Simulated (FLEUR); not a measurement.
# TiAu: energy against a fixed spin moment, part 2 of 2

Aim: the energy of TiAu as a function of its total spin moment.

FLEUR MaX-R8.1; PBEsol; all-electron FLAPW, Dirac cores, scalar-relativistic bands.

So far, magnetization (μB): step 2 (unconstrained state) 1.04; step 4 (with continued, fixed moment 1.027 μB a cell) 1.03.

## 5. Moment fixed at 1.232 μB

Contents of inp.xml:

```
<?xml version="1.0" encoding="UTF-8" standalone="no"?>
<fleurInput fleurInputVersion="0.39">
   <comment>
      TiAu
   </comment>
   <calculationSetup>
      <cutoffs Kmax="3.6" Gmax="10.8" GmaxXC="10.8" numbands="0"/>
      <scfLoop itmax="90" minDistance="0.00002" maxIterBroyd="15" imix="Anderson" alpha="0.05" precondParam="0.0" spinf="2.0" sdNocoIR="T"/>
      <coreElectrons ctail="T" frcor="F" kcrel="0" coretail_lmax="0"/>
      <xcFunctional name="PBEs" relativisticCorrections="F"/>
      <magnetism jspins="2" fixed_moment="1.232"/>
      <soc l_soc="F" theta="0.0" phi="0.0" spav="F"/>
      <expertModes spex="0" secvar="F"/>
      <geometryOptimization l_f="F" forcealpha="1.0" forcemix="BFGS" epsdisp="0.00001" epsforce="0.00001"/>
      <ldaU l_linMix="F" mixParam="0.05" spinf="1.0"/>
   </calculationSetup>
   <cell>
      <bzIntegration valenceElectrons="29.0" mode="hist" fermiSmearingEnergy="0.00110248">
         <kPointListSelection listName="default-1"/>
         <xi:include xmlns:xi="http://www.w3.org/2001/XInclude" href="kpts.xml"> </xi:include>
      </bzIntegration>
      <xi:include xmlns:xi="http://www.w3.org/2001/XInclude" href="sym.xml"> </xi:include>
      <bulkLattice scale="1.0">
         <bravaisMatrix>
            <row-1>    6.1491688094483994     0.0000000000000000     0.0000000000000000</row-1>
            <row-2>    0.0000000000000000     6.1491688094483994     0.0000000000000000</row-2>
            <row-3>    0.0000000000000000     0.0000000000000000     6.1491688094483994</row-3>
         </bravaisMatrix>
      </bulkLattice>
   </cell>
   <atomSpecies>
      <species name="Titanium (1.001" element="Ti" atomicNumber="22">
         <mtSphere radius="2.6" gridPoints="859" logIncrement="0.014"/>
         <atomicCutoffs lmax="10" lnonsphr="8"/>
         <electronConfig flipSpins="F">
            <coreConfig>(1s1/2) (2s1/2) (2p1/2) (2p3/2)</coreConfig>
            <valenceConfig>(3s1/2) (3p1/2) (3p3/2) (4s1/2) (3d3/2) (3d5/2)</valenceConfig>
            <stateOccupation state="(3d3/2)" spinUp="0.4" spinDown="0.4"/>
            <stateOccupation state="(3d5/2)" spinUp="1.1005" spinDown="0.0995"/>
         </electronConfig>
         <energyParameters s="4" p="4" d="3" f="4"/>
         <lo type="SCLO" l="0" n="3" eDeriv="0"/>
         <lo type="SCLO" l="1" n="3" eDeriv="0"/>
      </species>
      <species name="Gold (Au)" element="Au" atomicNumber="79">
         <mtSphere radius="2.6" gridPoints="859" logIncrement="0.016"/>
         <atomicCutoffs lmax="10" lnonsphr="8"/>
         <electronConfig flipSpins="F">
            <coreConfig>(1s1/2) (2s1/2) (2p1/2) (2p3/2) (3s1/2) (3p1/2) (3p3/2) (4s1/2) (3d3/2) (3d5/2) (4p1/2) (4p3/2) (5s1/2) (4d3/2) (4d5/2) (4f5/2) (4f7/2)</coreConfig>
            <valenceConfig>(5p1/2) (5p3/2) (6s1/2) (5d3/2) (5d5/2)</valenceConfig>
            <stateOccupation state="(6s1/2)" spinUp="0.500000" spinDown="0.500000"/>
         </electronConfig>
         <energyParameters s="6" p="6" d="5" f="5"/>
         <lo type="SCLO" l="1" n="5" eDeriv="0"/>
      </species>
   </atomSpecies>
   <atomGroups>
      <atomGroup species="Titanium (1.001">
         <relPos label="                   1">1.000/2.000 1.000/2.000 1.000/2.000</relPos>
         <force calculate="T" relaxXYZ="TTT"/>
      </atomGroup>
      <atomGroup species="Gold (Au)">
         <relPos label="                   2">.0000000000 .0000000000 .0000000000</relPos>
         <force calculate="T" relaxXYZ="TTT"/>
      </atomGroup>
   </atomGroups>
   <output dos="F" band="F" slice="F">
      <bandDOS minEnergy="-.5*Htr" maxEnergy="0.5*Htr" sigma="0.015" storeEVData="T"/>
      <plotting iplot="0" polar="F">
         <plot TwoD="T" vec1="  1.0  0.0  0.0" vec2="  0.0  1.0  0.0" vec3="  0.0  0.0  1.0" zero="  0.0  0.0  0.0" file="plot"/>
      </plotting>
      <moessbauerParams electricFieldGradient="F" isomerShift="F" coreHyperfine="F" valenceHyperfine="F"/>
   </output>
</fleurInput>
```

Command:

```console
> OMP_NUM_THREADS=1 mpirun -n 4 fleur_MPI > fleur.log
```

The program printed:

```text
[banner, memory and clock lines left out]
Welcome to FLEUR        (www.flapw.de)
      MaX-Release 8.1          (www.max-centre.eu)

 ========== k-point set info ==========
 Selected k-point list: default-1
 k-point list type: mesh
 0 x 0 x 0
 Number of k points: 36

 [... set-up left out ...]
 Iteration:     1   Distance:       1.47451619 me/bohr^3
 Iteration:     2   Distance:       1.39641207 me/bohr^3
 Iteration:     3   Distance:       0.41391345 me/bohr^3
 Iteration:     4   Distance:       0.12992914 me/bohr^3
 Iteration:     5   Distance:       0.12155532 me/bohr^3
[...]
<sumOfEigenvalues value="   -12207.8263893628">
               <coreElectrons value="-12191.7219583845"/>
               <valenceElectrons value="-16.1044309783"/>
            </sumOfEigenvalues>
         [... left out ...]
            <freeEnergy value="-19895.5576407822"/>
            <extrapolationTo0K value="-19895.5575411967"/>
         </totalEnergy>
         <densityConvergence units="me/bohr^3">
            <chargeDensity spin="1" distance="0.0000110607"/>
            <chargeDensity spin="2" distance="0.0000034879"/>
            <overallChargeDensity distance="0.0000133929"/>
            <spinDensity distance="0.0000094679"/>
         </densityConvergence>
      </iteration>
```

It took 9.4 s on 4 MPI ranks of Intel Xeon Platinum 8488C (Sapphire Rapids), shared host; peak memory 0.23 GiB; 37 s of CPU time.

Read from the output:

| Property | Result |
| --- | --- |
| magnetization | 1.232 μB |

Its energy lies +14.8 meV a cell from the free run's.

## 6. Moment fixed at 0.821 μB

Changes to inp.xml since step 5:

```diff
@@ -10,3 +10,3 @@
       <xcFunctional name="PBEs" relativisticCorrections="F"/>
-      <magnetism jspins="2" fixed_moment="1.232"/>
+      <magnetism jspins="2" fixed_moment="0.821"/>
       <soc l_soc="F" theta="0.0" phi="0.0" spav="F"/>
```

The program printed:

```text
[banner, memory and clock lines left out]
Welcome to FLEUR        (www.flapw.de)
      MaX-Release 8.1          (www.max-centre.eu)

 ========== k-point set info ==========
 Selected k-point list: default-1
 k-point list type: mesh
 0 x 0 x 0
 Number of k points: 36

 [... set-up left out ...]
 Iteration:     1   Distance:       1.83004347 me/bohr^3
 Iteration:     2   Distance:       1.74102582 me/bohr^3
 Iteration:     3   Distance:       0.50429722 me/bohr^3
 Iteration:     4   Distance:       0.18004347 me/bohr^3
 Iteration:     5   Distance:       0.17731644 me/bohr^3
[...]
<sumOfEigenvalues value="   -12207.9378462176">
               <coreElectrons value="-12191.8036437075"/>
               <valenceElectrons value="-16.1342025100"/>
            </sumOfEigenvalues>
         [... left out ...]
            <freeEnergy value="-19895.5580723667"/>
            <extrapolationTo0K value="-19895.5578935404"/>
         </totalEnergy>
         <densityConvergence units="me/bohr^3">
            <chargeDensity spin="1" distance="0.0000071587"/>
            <chargeDensity spin="2" distance="0.0000083156"/>
            <overallChargeDensity distance="0.0000091971"/>
            <spinDensity distance="0.0000124983"/>
         </densityConvergence>
      </iteration>
```

Wall time 12 s (4 MPI ranks); peak memory 0.26 GiB; 48 s of CPU time.

Read from the output:

- magnetization: 0.821 μB

Its energy lies +3.0 meV a cell from the free run's.

## 7. An attempt with other settings

An input with a fault is tried, to see how the program answers.

Contents of inp.xml:

```
<?xml version="1.0" encoding="UTF-8" standalone="no"?>
<fleurInput fleurInputVersion="0.39">
   <comment>
      TiAu
   </comment>
   <calculationSetup>
      <cutoffs Kmax="3.6" Gmax="10.8" GmaxXC="10.8" numbands="0"/>
      <scfLoop itmax="50" minDistance="0.00002" maxIterBroyd="15" imix="Anderson" alpha="0.05" precondParam="0.0" spinf="2.0" sdNocoIR="T"/>
      <coreElectrons ctail="T" frcor="F" kcrel="0" coretail_lmax="0"/>
      <xcFunctional name="PBEs" relativisticCorrections="F"/>
      <magnetism jspins="2"/>
      <soc l_soc="F" theta="0.0" phi="0.0" spav="F"/>
      <expertModes spex="0" secvar="F"/>
      <geometryOptimization l_f="F" forcealpha="1.0" forcemix="BFGS" epsdisp="0.00001" epsforce="0.00001"/>
      <ldaU l_linMix="F" mixParam="0.05" spinf="1.0"/>
   </calculationSetup>
   <cell>
      <bzIntegration valenceElectrons="29.0" mode="hist" fermiSmearingEnergy="0.00110248">
         <kPointListSelection listName="default-1"/>
         <xi:include xmlns:xi="http://www.w3.org/2001/XInclude" href="kpts.xml"> </xi:include>
      </bzIntegration>
      <xi:include xmlns:xi="http://www.w3.org/2001/XInclude" href="sym.xml"> </xi:include>
      <bulkLattice scale="1.0">
         <bravaisMatrix>
            <row-1>    6.1491688094483994     0.0000000000000000     0.0000000000000000</row-1>
            <row-2>    0.0000000000000000     6.1491688094483994     0.0000000000000000</row-2>
            <row-3>    0.0000000000000000     0.0000000000000000     6.1491688094483994</row-3>
         </bravaisMatrix>
      </bulkLattice>
   </cell>
   <atomSpecies>
      <species name="Titanium (1.001" element="Ti" atomicNumber="22">
         <mtSphere radius="2.6" gridPoints="859" logIncrement="0.014"/>
         <atomicCutoffs lmax="10" lnonsphr="8"/>
         <electronConfig flipSpins="F">
            <coreConfig>(1s1/2) (2s1/2) (2p1/2) (2p3/2)</coreConfig>
            <valenceConfig>(3s1/2) (3p1/2) (3p3/2) (4s1/2) (3d3/2) (3d5/2)</valenceConfig>
            <stateOccupation state="(3d3/2)" spinUp="0.4" spinDown="0.4"/>
            <stateOccupation state="(3d5/2)" spinUp="1.1005" spinDown="0.0995"/>
         </electronConfig>
         <energyParameters s="4" p="4" d="3" f="4"/>
         <lo type="SCLO" l="0" n="3" eDeriv="0"/>
         <lo type="SCLO" l="1" n="3" eDeriv="0"/>
      </species>
      <species name="Gold (Au)" element="Au" atomicNumber="79">
         <mtSphere radius="2.6" gridPoints="859" logIncrement="0.016"/>
         <atomicCutoffs lmax="10" lnonsphr="8"/>
         <electronConfig flipSpins="F">
            <coreConfig>(1s1/2) (2s1/2) (2p1/2) (2p3/2) (3s1/2) (3p1/2) (3p3/2) (4s1/2) (3d3/2) (3d5/2) (4p1/2) (4p3/2) (5s1/2) (4d3/2) (4d5/2) (4f5/2) (4f7/2)</coreConfig>
            <valenceConfig>(5p1/2) (5p3/2) (6s1/2) (5d3/2) (5d5/2)</valenceConfig>
            <stateOccupation state="(6s1/2)" spinUp="0.500000" spinDown="0.500000"/>
         </electronConfig>
         <energyParameters s="6" p="6" d="5" f="5"/>
         <lo type="SCLO" l="1" n="5" eDeriv="0"/>
      </species>
   </atomSpecies>
   <atomGroups>
      <atomGroup species="Titanium (1.001">
         <relPos label="                   1">1.000/2.000 1.000/2.000 1.000/2.000</relPos>
         <force calculate="T" relaxXYZ="TTT"/>
      </atomGroup>
      <atomGroup species="Gold (Au)">
         <relPos label="                   2">.0000000000 .0000000000 .0000000000</relPos>
         <force calculate="T" relaxXYZ="TTT"/>
      </atomGroup>
   </atomGroups>
   <output dos="F" band="F" slice="F">
      <bandDOS minEnergy="-.5*Htr" maxEnergy="0.5*Htr" sigma="0.015" storeEVData="T"/>
      <plotting iplot="0" polar="F">
         <plot TwoD="T" vec1="  1.0  0.0  0.0" vec2="  0.0  1.0  0.0" vec3="  0.0  0.0  1.0" zero="  0.0  0.0  0.0" file="plot"/>
      </plotting>
      <moessbauerParams electricFieldGradient="F" isomerShift="F" coreHyperfine="F" valenceHyperfine="F"/>
   </output>
</fleurInput>
```

Contents of crystal.txt:

```
TiAu
&input film=F cartesian=F /
3.25400000000  0.00000000000  0.00000000000
0.00000000000  3.25400000000  0.00000000000
0.00000000000  0.00000000000  3.25400000000
1.8897261246
1.0 1.0 1.0

2
22 0.50000000000  0.50000000000  0.50000000000 : 1.001
79 0.00000000000  0.00000000000  0.00000000000

&kpt div1=1 div2=1 div3=1 gamma=T /
```

Command:

```console
> OMP_NUM_THREADS=1 inpgen -f crystal.txt > inpgen.log  # inp.xml is then edited as shown
> OMP_NUM_THREADS=4 fleur_MPI > fleur.log
```

The program printed:

```text
[banner, memory and clock lines left out]
Welcome to FLEUR        (www.flapw.de)
      MaX-Release 8.1          (www.max-centre.eu)

 ========== k-point set info ==========
 Selected k-point list: default-1
 k-point list type: mesh
 1 x 1 x 1
 Number of k points: 1

 [... set-up left out ...]
 Iteration:     1   Distance:      28.35591663 me/bohr^3
 Iteration:     2   Distance:      23.56113584 me/bohr^3
 Iteration:     3   Distance:      15.23367134 me/bohr^3
 Iteration:     4   Distance:      12.72043307 me/bohr^3
 Iteration:     5   Distance:       4.15264732 me/bohr^3
 Iteration:     6   Distance:       3.68478414 me/bohr^3
 Iteration:     7   Distance:       0.51173245 me/bohr^3
 Iteration:     8   Distance:       0.43834566 me/bohr^3
 Iteration:     9   Distance:       0.10476074 me/bohr^3
 Iteration:    10   Distance:       0.04128537 me/bohr^3
 Iteration:    11   Distance:       0.04405120 me/bohr^3
 Iteration:    12   Distance:       0.01212945 me/bohr^3
 Iteration:    13   Distance:       0.00474611 me/bohr^3
 Iteration:    14   Distance:       0.00065132 me/bohr^3
 Iteration:    15   Distance:       0.00010606 me/bohr^3
 Iteration:    16   Distance:       0.00010120 me/bohr^3
 Iteration:    17   Distance:       0.00007102 me/bohr^3
 Iteration:    18   Distance:       0.00001948 me/bohr^3

 ********************************************************************
 Run finished successfully
 Stop message:
   all done
 ********************************************************************

--- out.xml (last complete iteration) ---
<iteration numberForCurrentRun="   18" overallNumber="   18">
         [... left out ...]
         <bandgap value="0.0000000000" units="eV"/>
         <sumValenceSingleParticleEnergies value="-15.6042981416" units="Htr"/>
         <FermiEnergy value="0.4371875235" units="Htr"/>
         [... left out ...]
         <magneticMomentsInMTSpheres units="muBohr">
            <globalMagMoment atomType="1" vec="0.00000   0.00000   0.75674"/>
            <globalMagMoment atomType="2" vec="0.00000   0.00000   0.10772"/>
         </magneticMomentsInMTSpheres>
         [... left out ...]
         <totalEnergy value="   -19895.6989346153" units="Htr">
            <sumOfEigenvalues value="   -12206.4237878219">
               <coreElectrons value="-12190.8194896803"/>
               <valenceElectrons value="-15.6042981416"/>
            </sumOfEigenvalues>
         [... left out ...]
            <freeEnergy value="-19895.7004629771"/>
            <extrapolationTo0K value="-19895.6996987962"/>
         </totalEnergy>
         <densityConvergence units="me/bohr^3">
            <chargeDensity spin="1" distance="0.0000090572"/>
            <chargeDensity spin="2" distance="0.0000135402"/>
            <overallChargeDensity distance="0.0000194821"/>
            <spinDensity distance="0.0000122959"/>
         </densityConvergence>
      </iteration>
```

Wall time 6 s (1 MPI rank); peak memory 0.08 GiB.

The run converged, but its input is faulty, so its numbers are not to be trusted.

The fault in the input: one k-point for a small cell.

The two runs compared:

```csv
quantity,this run,first run,difference
largest moment (μB),0.75674,0.79689,-0.0402
magnetization (μB),1,1.0428,-0.0428
free energy (eV),-541389.59,-541385.72,-3.87
```

The two runs differ clearly in the largest moment: 0.757 μB against 0.797 μB.

A single point can't sample the zone of a small cell; the mesh must follow the cell's size.

## 8. E(M)

The other moments were run in the same way.

The energy over the lowest by total spin moment:

```csv
total spin moment (μB a cell),energy over the lowest (meV a cell)
0.000,22.4
0.205,19.5
0.411,14.0
0.616,8.15
0.821,3.03
1.027,0
1.043,0.00161
1.232,14.8
1.437,51.8
1.643,94.4
```

The moment, largest sphere moment by total spin moment:

```csv
total spin moment (μB a cell),"moment, largest sphere moment (μB)"
0.000,0
0.205,0.157
0.411,0.315
0.616,0.478
0.821,0.636
1.027,0.785
1.043,0.797
1.232,0.925
1.437,1.06
1.643,1.20
```

## 9. Results

```yaml
moment_of_the_free_run: 1.04 μB a cell
moment_of_the_lowest_point: 1.03 μB a cell
energy_of_the_spinless_run: 22.4 meV a cell over the lowest
```

In words: The lowest point lies 22.4 meV a cell under the spinless run, in free energy at a smearing of 0.03 eV. The point at zero is the spinless run. Opposed orders, which also have no total moment, were not run.

[Logs and program files are shortened in this print: banners, set-up blocks, solver, clock and traceback lines can be left out without a mark of their own.]

[Logs are printed without paths, hosts, clocks, repeated set-up lines and the standing remarks that a program may print on its own settings, such as how far it seeks lower states.]

[Hosts, paths, dates, database ids (printed as entryN), source tags and the programs' standing remarks are cut or masked in the printed files.]

[Where a cell is said to come from a database of computed structures, the database is the Materials Project.]
